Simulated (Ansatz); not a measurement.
# YFeRh: relaxing a made-up structure, part 2 of 2

Starting from a made-up structure for YFeRh, the aim is the relaxed cell, its shortest contacts and, where a second run follows, its electronic structure.

Ansatz 0.2.0; DFT, PBE, plane-wave PAW, files of the set soft_1, scalar-relativistic, ferromagnetic start, cell and ions relaxed at zero pressure; PAW set soft_1 (the session's first sound run).

So far: Set-up; Relaxing cell and atoms. The relaxed cell has a, b, c = 4.997, 5.581, 7.422 Å (conventional setting).

### 3. Bands of the relaxed cell

A second self-consistent run takes a narrower smearing and the mesh shown in its input; the bands follow along the standard path of the relaxed lattice.

This step: DFT, PBE, plane-wave PAW, files of the set soft_1, scalar-relativistic, ferromagnetic start, bands and density of states at the relaxed cell; PAW set soft_1 (Ansatz 0.2.0).

input.yaml

```yaml
crystal:
  lattice:
    - [-2.4986203896, 2.790336872, 3.7108717776]
    - [2.4986203896, -2.790336872, 3.7108717776]
    - [2.4986203896, 2.790336872, -3.7108717776]
  atoms:
    - { symbol: Rh, position: [0.0, 0.0, 0.0] }
    - { symbol: Rh, position: [0.5, 0.0, 0.5] }
    - { symbol: "Y", position: [0.8700241282, 0.6200241282, 0.25] }
    - { symbol: "Y", position: [0.1299758718, 0.3799758718, 0.75] }
    - { symbol: Fe, position: [0.5, 0.5, 0.5], spin: 2.4 }
    - { symbol: Fe, position: [0.5, 0.0, 0.0], spin: 2.4 }
magnetization:
  spin_polarized: true
kpoints:
  mp_grid: { grid: [8, 8, 8] }
  band_path:
    path:
      - [[0.0, 0.0, 0.0], [-0.36334143, 0.36334143, 0.36334143], [-0.25469324, 0.25469324, 0.47198961], [0.0, 0.0, 0.5], [0.25, 0.25, 0.25], [0.0, 0.5, 0.0], [0.36334143, 0.63665857, -0.36334143], [0.5, 0.5, -0.5], [0.0, 0.0, 0.0], [0.39135181, -0.39135181, 0.39135181], [0.5, 0.0, 0.0], [0.25, 0.25, 0.25]]
      - [[0.25469324, -0.25469324, 0.52801039], [0.39135181, -0.39135181, 0.39135181]]
      - [[0.60864819, 0.39135181, -0.39135181], [0.5, 0.5, -0.5]]
    npoints: 6
scf:
  occupations: { method: fermi_dirac, width: 0.03 }
  n_extra_bands: 13
hamiltonian:
  xc: pbe
  pseudopotentials: { kind: paw, azcp: { folder: soft_1 } }
output:
  forces: true
  stress: true
  write_bands: true
  dos: { projected: true }
  write_density: true
  write_potential: true
  elf: true
  volumetric_format: npy
```

Launch:

```console
ansatz run input.yaml --threads 4 --pin off --max-ram 10240MiB --backend cpu --events-out ev --progress --plain --runs-dir out
```

Numbers of over 12 decimals in the logs are rounded to 6 here.

The program printed:

```text
[...]
Crystal: 6 atoms, lattice volume = 103.489 Å³
Basis set: ecut = 420 eV, 2041 PW (Γ), exchange–correlation on 72×72×72 points (8 copies of the dense FFT grid, shifted against one another)
Bands: 57, of which v1, the nominal top of the filled ones, is band 44 counted from 1 (43 counted from 0)
Symmetry: 8 space group operations
[...]
k-points: 95 of 512
[...]
Starting moments: Σ|m| = 4.8 μB on 2 of 6 sites
[...]
SCF iter   1: F=—  HF=-29482.182162 eV  |F-HF|=—  |Δ(HF+E_count)|=         —  Δρ=1.54e-1 (↑1.49e-1 ↓1.54e-1)  dr2=1.93e2  dr2_m=2.36e-1  M=3.981 μB ∫|m|=4.314 μB  β_m=0.30  ethr=3.10e-3  ⟨swp⟩=5.4  Hψ=32213  notcnv=0  defer=2
[...]
SCF iter  14: F=-29466.998432 eV  HF=-29466.998432 eV  |F-HF|=6.77e-9  |Δ(HF+E_count)|=   1.11e-8  Δρ=1.30e-6 (↑1.19e-6 ↓1.30e-6)  dr2=7.36e-9  dr2_m=8.42e-11  M=4.733 μB ∫|m|=6.282 μB  ethr=9.44e-11  ⟨swp⟩=12.1  Hψ=63777  notcnv=0
SCF 1 converged in 14 iterations: F = -29466.998432 eV  dr2 = 7.36e-9
[...]
NSCF: frozen V_eff on 81 k-points
SCF converged after 14 iterations
Magnetization: 4.7335 μB (46.3667 up, 41.6333 down)
Absolute magnetization: 6.2828 μB (∫|ρ↑−ρ↓|, with the PAW one-centre terms)
[...]
Per-site moments (μB) at R_I (Å): [(0.277101, 1.087461), (0.277101, 1.087461), (-0.154784, 1.236338), (-0.154784, 1.236338), (2.425205, 1.030681), (2.425205, 1.030681)]
Free energy (F): -29466.998432 eV
[...]
Internal energy: -29466.983194 eV  (E = F + TS)
E sigma→0 (E₀):  -29466.990813 eV
Entropy (-TS):   -0.015238 eV (-2.540 meV/atom)
Fermi energy:    16.004400 eV
[...]
--- Forces (eV/Å), atoms counted from 1 ---
  atom   1  Rh     0.00000000    -0.00000000     0.00000000
  atom   2  Rh     0.00000000     0.00000000     0.00000000
  atom   3  Y      0.00000000     0.00000000    -0.00769395
  atom   4  Y      0.00000000     0.00000000     0.00769395
  atom   5  Fe    -0.00000000     0.00000000    -0.00000000
  atom   6  Fe    -0.00000000     0.00000000     0.00000000
  max |Σ_I F_I| component: 8.67e-19 eV/Å
--- Stress (GPa, compression-positive) ---
       -0.028240       0.000000       0.000000
        0.000000      -0.090814       0.000000
        0.000000       0.000000      -0.094047
  P = ⅓ Tr σ = -0.0710 GPa (-0.710 kbar)
--- Band table (eV; the first three rows and the last of 190) ---
  k-point 0 ↑: bands = [... 40 lower, 14.7296, 14.8575, 15.5602, 15.6545, 15.7114, 16.1174, 16.2694, 16.3065, ... 9 higher]
  k-point 1 ↑: bands = [... 40 lower, 14.6944, 14.7040, 15.5052, 15.5544, 15.7855, 15.9483, 16.1268, 16.4602, ... 9 higher]
  k-point 2 ↑: bands = [... 40 lower, 14.5472, 14.6948, 15.1275, 15.2406, 15.3336, 15.4211, 15.8298, 16.6825, ... 9 higher]
  k-point 94 ↓: bands = [... 40 lower, 15.1628, 15.3673, 15.5857, 15.7455, 16.8803, 17.1036, 17.2057, 17.2969, ... 9 higher]
```

It took 11 s on 4 threads of AMD EPYC 9R45 (Zen 5), shared host; peak memory 1.1 GiB; 42 s of CPU time.

Numbers from this step:

- free energy: -29466.9984 eV
- energy at zero smearing: -29466.9908 eV
- smearing term TS: 0.01524 eV
- Fermi energy: 16.00 eV
- magnetization: 4.733 μB
- absolute magnetization: 6.283 μB
- site moments: 0.2771, 0.2771, -0.1548, -0.1548, 2.425, 2.425 μB
- pressure: -0.07103 GPa

bands.tsv at the labelled points (eV, zero at the Fermi level; the bands that come nearest the Fermi level along the path):

| point | band_44_up | band_45_up | band_46_up | band_39_dn | band_40_dn | band_41_dn | band_42_dn | band_43_dn |
| --- | --- | --- | --- | --- | --- | --- | --- | --- |
| Γ | -0.29 | 0.11 | 0.26 | 0.08 | 0.18 | 0.21 | 0.65 | 0.80 |
| X | -0.88 | -0.66 | -0.02 | -0.92 | -0.48 | -0.46 | -0.14 | 0.04 |
| L | -0.80 | -0.74 | 0.16 | -0.86 | -0.48 | -0.37 | -0.10 | 0.16 |
| T | -1.16 | -1.16 | 0.27 | -1.03 | -0.48 | -0.48 | 0.55 | 0.55 |
| W | -0.79 | -0.79 | 0.12 | -0.53 | -0.37 | -0.37 | 0.19 | 0.19 |
| R | -0.87 | 0.37 | 0.94 | -0.64 | -0.43 | -0.12 | 0.56 | 0.65 |
| X1 | -0.88 | -0.66 | -0.02 | -0.92 | -0.48 | -0.46 | -0.14 | 0.04 |
| Z | -1.07 | -0.98 | -0.21 | -0.89 | -0.84 | -0.64 | -0.42 | -0.26 |
| Γ | -0.29 | 0.11 | 0.26 | 0.08 | 0.18 | 0.21 | 0.65 | 0.80 |
| Y | -1.23 | -0.83 | -0.17 | -0.61 | -0.49 | -0.31 | -0.27 | -0.12 |
| S | -1.10 | 0.15 | 1.05 | -1.00 | 0.06 | 0.66 | 0.71 | 0.97 |
| W | -0.79 | -0.79 | 0.12 | -0.53 | -0.37 | -0.37 | 0.19 | 0.19 |
| L1 | -0.80 | -0.74 | 0.16 | -0.86 | -0.48 | -0.37 | -0.10 | 0.16 |
| Y | -1.23 | -0.83 | -0.17 | -0.61 | -0.49 | -0.31 | -0.27 | -0.12 |
| Y1 | -1.23 | -0.83 | -0.17 | -0.61 | -0.49 | -0.31 | -0.27 | -0.12 |
| Z | -1.07 | -0.98 | -0.21 | -0.89 | -0.84 | -0.64 | -0.42 | -0.26 |

Spin density in the ac plane of the conventional cell at fractional y = 0.250, with atoms of Y and Fe within 0.2 Å of it.

Ten even steps from '0' (0.0 e/Å³) to '9' (4.0 e/Å³), each cell a mean:
```
00000000000000
00000000000000
00000000000000
00132000013200
00496100039710
00275100037500
00011000001100
00000000000000
00000000000000
00000000000000
00000000000000
00000000000000
00000000000000
00000000000000
00000000000000
00000000000000
00000000000000
00000000000000
00000000000000
00000000000000
```
Columns run along a (5.0 Å), rows up along c (7.4 Å), edges of the conventional cell, whose origin can differ from the input's. Atoms in or near the plane, at fractional coordinates: Y at (0.50, 0.12), Y at (0.00, 0.38), Fe at (0.75, 0.75), Fe at (0.25, 0.75).

Electrostatic potential energy in the ac plane of the conventional cell at fractional y = 0.250, with atoms of Y and Fe within 0.2 Å of it. With pseudopotentials it is smooth inside the atoms' cores, unlike the true potential.

Values in eV, 20 rows by 14 columns, each cell a mean:
```
 16  17  18  17  15  12   9   9  11  14  17  18  17  17
 17  17  16  15  15  15  15  15  15  15  15  16  17  17
 17  14   5  -3   0  10  16  17  14   5  -3   0  11  16
 15   3 -21 -33 -29  -8  12  15   4 -21 -33 -29  -9  12
 13  -7 -35 -42 -40 -22   8  13  -7 -34 -42 -40 -22   8
 14  -3 -31 -40 -38 -18   9  14  -4 -31 -40 -37 -18   9
 16   9  -9 -21 -17   1  15  16   9  -9 -21 -17   1  14
 17  15  12   8  10  15  17  17  16  12   8  10  14  16
 13  14  15  16  17  17  17  17  17  17  17  16  15  14
  0   5  12  16  18  17  16  16  17  18  17  14   9   2
-30 -19   1  13  17  17  17  16  17  17  15   8 -10 -27
-41 -35 -12   9  16  18  18  18  18  17  13   0 -27 -40
-41 -37 -15   8  15  17  18  18  18  16  12  -2 -29 -41
-36 -27  -5  10  14  15  15  15  15  15  13   4 -17 -33
-11  -3   7  12  12  10   6   4   8  11  12  10   3  -8
 11  12  13  13   8  -6 -22 -25 -15   2  11  13  13  11
 17  17  16  12   1 -25 -38 -40 -33 -11   9  15  16  17
 18  18  17  13  -2 -30 -41 -42 -37 -15   8  15  18  18
 17  17  17  14   3 -21 -36 -38 -30  -7  11  16  18  17
 16  17  18  16  11   0 -14 -17  -7   7  14  17  17  16
```
Columns run along a (5.0 Å; values clipped at the 3rd and 97th percentile), rows up along c (7.4 Å), edges of the conventional cell, whose origin can differ from the input's. Atoms in or near the plane, at fractional coordinates: Y at (0.50, 0.12), Y at (0.00, 0.38), Fe at (0.75, 0.75), Fe at (0.25, 0.75).

Valence density in the ac plane of the conventional cell at fractional y = 0.250, with atoms of Y and Fe within 0.2 Å of it. It is the smooth field of the valence electrons, not physical close to the nuclei.

Values in e/Å³, 20 rows by 14 columns, each cell a mean:
```
 0  0  0  0  0  0  0  0  0  0  0  0  0  0
 0  0  0  0  0  0  0  0  0  0  0  0  0  0
 0  0  1  1  1  0  0  0  0  1  1  1  0  0
 0  1  3  9  6  1  0  0  1  4  9  6  1  0
 0  1 10 25 18  4  1  0  1 10 25 18  4  1
 0  1  7 18 13  3  0  0  1  7 18 13  3  0
 0  0  1  3  2  1  0  0  0  1  3  3  1  0
 0  0  0  0  0  0  0  0  0  0  0  0  0  0
 0  0  0  0  0  0  0  0  0  0  0  0  0  0
 1  0  0  0  0  0  0  0  0  0  0  0  0  1
 2  2  1  0  0  0  0  0  0  0  0  0  1  2
 3  3  1  0  0  0  0  0  0  0  0  1  2  3
 3  3  1  0  0  0  0  0  0  0  0  1  2  3
 3  2  1  0  0  0  0  0  0  0  0  0  1  3
 1  1  0  0  0  0  0  0  0  0  0  0  0  1
 0  0  0  0  0  1  2  2  1  0  0  0  0  0
 0  0  0  0  1  2  3  3  3  1  0  0  0  0
 0  0  0  0  1  2  3  3  3  1  0  0  0  0
 0  0  0  0  0  2  3  3  2  1  0  0  0  0
 0  0  0  0  0  1  1  1  1  0  0  0  0  0
```
Columns run along a (5.0 Å), rows up along c (7.4 Å), edges of the conventional cell, whose origin can differ from the input's. Atoms in or near the plane, at fractional coordinates: Y at (0.50, 0.12), Y at (0.00, 0.38), Fe at (0.75, 0.75), Fe at (0.25, 0.75).

### 4. Summary of results

| Quantity | Value |
| --- | --- |
| space group, relaxed | Imma |
| conventional cell | a = 4.997, b = 5.581, c = 7.422 Å; α = 90.0°, β = 90.0°, γ = 90.0° |
| volume per atom | 17.25 Å³ (guess 16.31) |
| total moment | 4.72 μB in the cell of 6 atoms |

YFeRh relaxes to Imma with a = 4.997, b = 5.581 and c = 7.422 Å. The guessed volume was 5 % too small. The space group Imma was held in the relaxation, so the end point is a stationary structure within it and may be a saddle against distortions or other arrangements. The input starts from parallel moments, and no other start was typed. Bands cross the Fermi level, so it is a metal or semimetal at this level. On the 8×8×8 mesh with the narrower smearing (relaxed on 7×7×7) the largest force component is 0.008 eV/Å and the largest stress component is 0.094 GPa, against the relaxation's thresholds of 0.015 eV/Å and 0.05 GPa. The cutoff wasn't tested. No dispersion term is used, so weakly bound directions may come out too long. Nothing here tests whether the compound is stable against decomposition.

[Logs are printed without paths, hosts, clocks, repeated set-up lines and the standing remarks that a program may print on its own settings, such as how far it seeks lower states.]

[Hosts, paths, dates, database ids (printed as entryN), source tags and the programs' standing remarks are cut or masked in the printed files.]
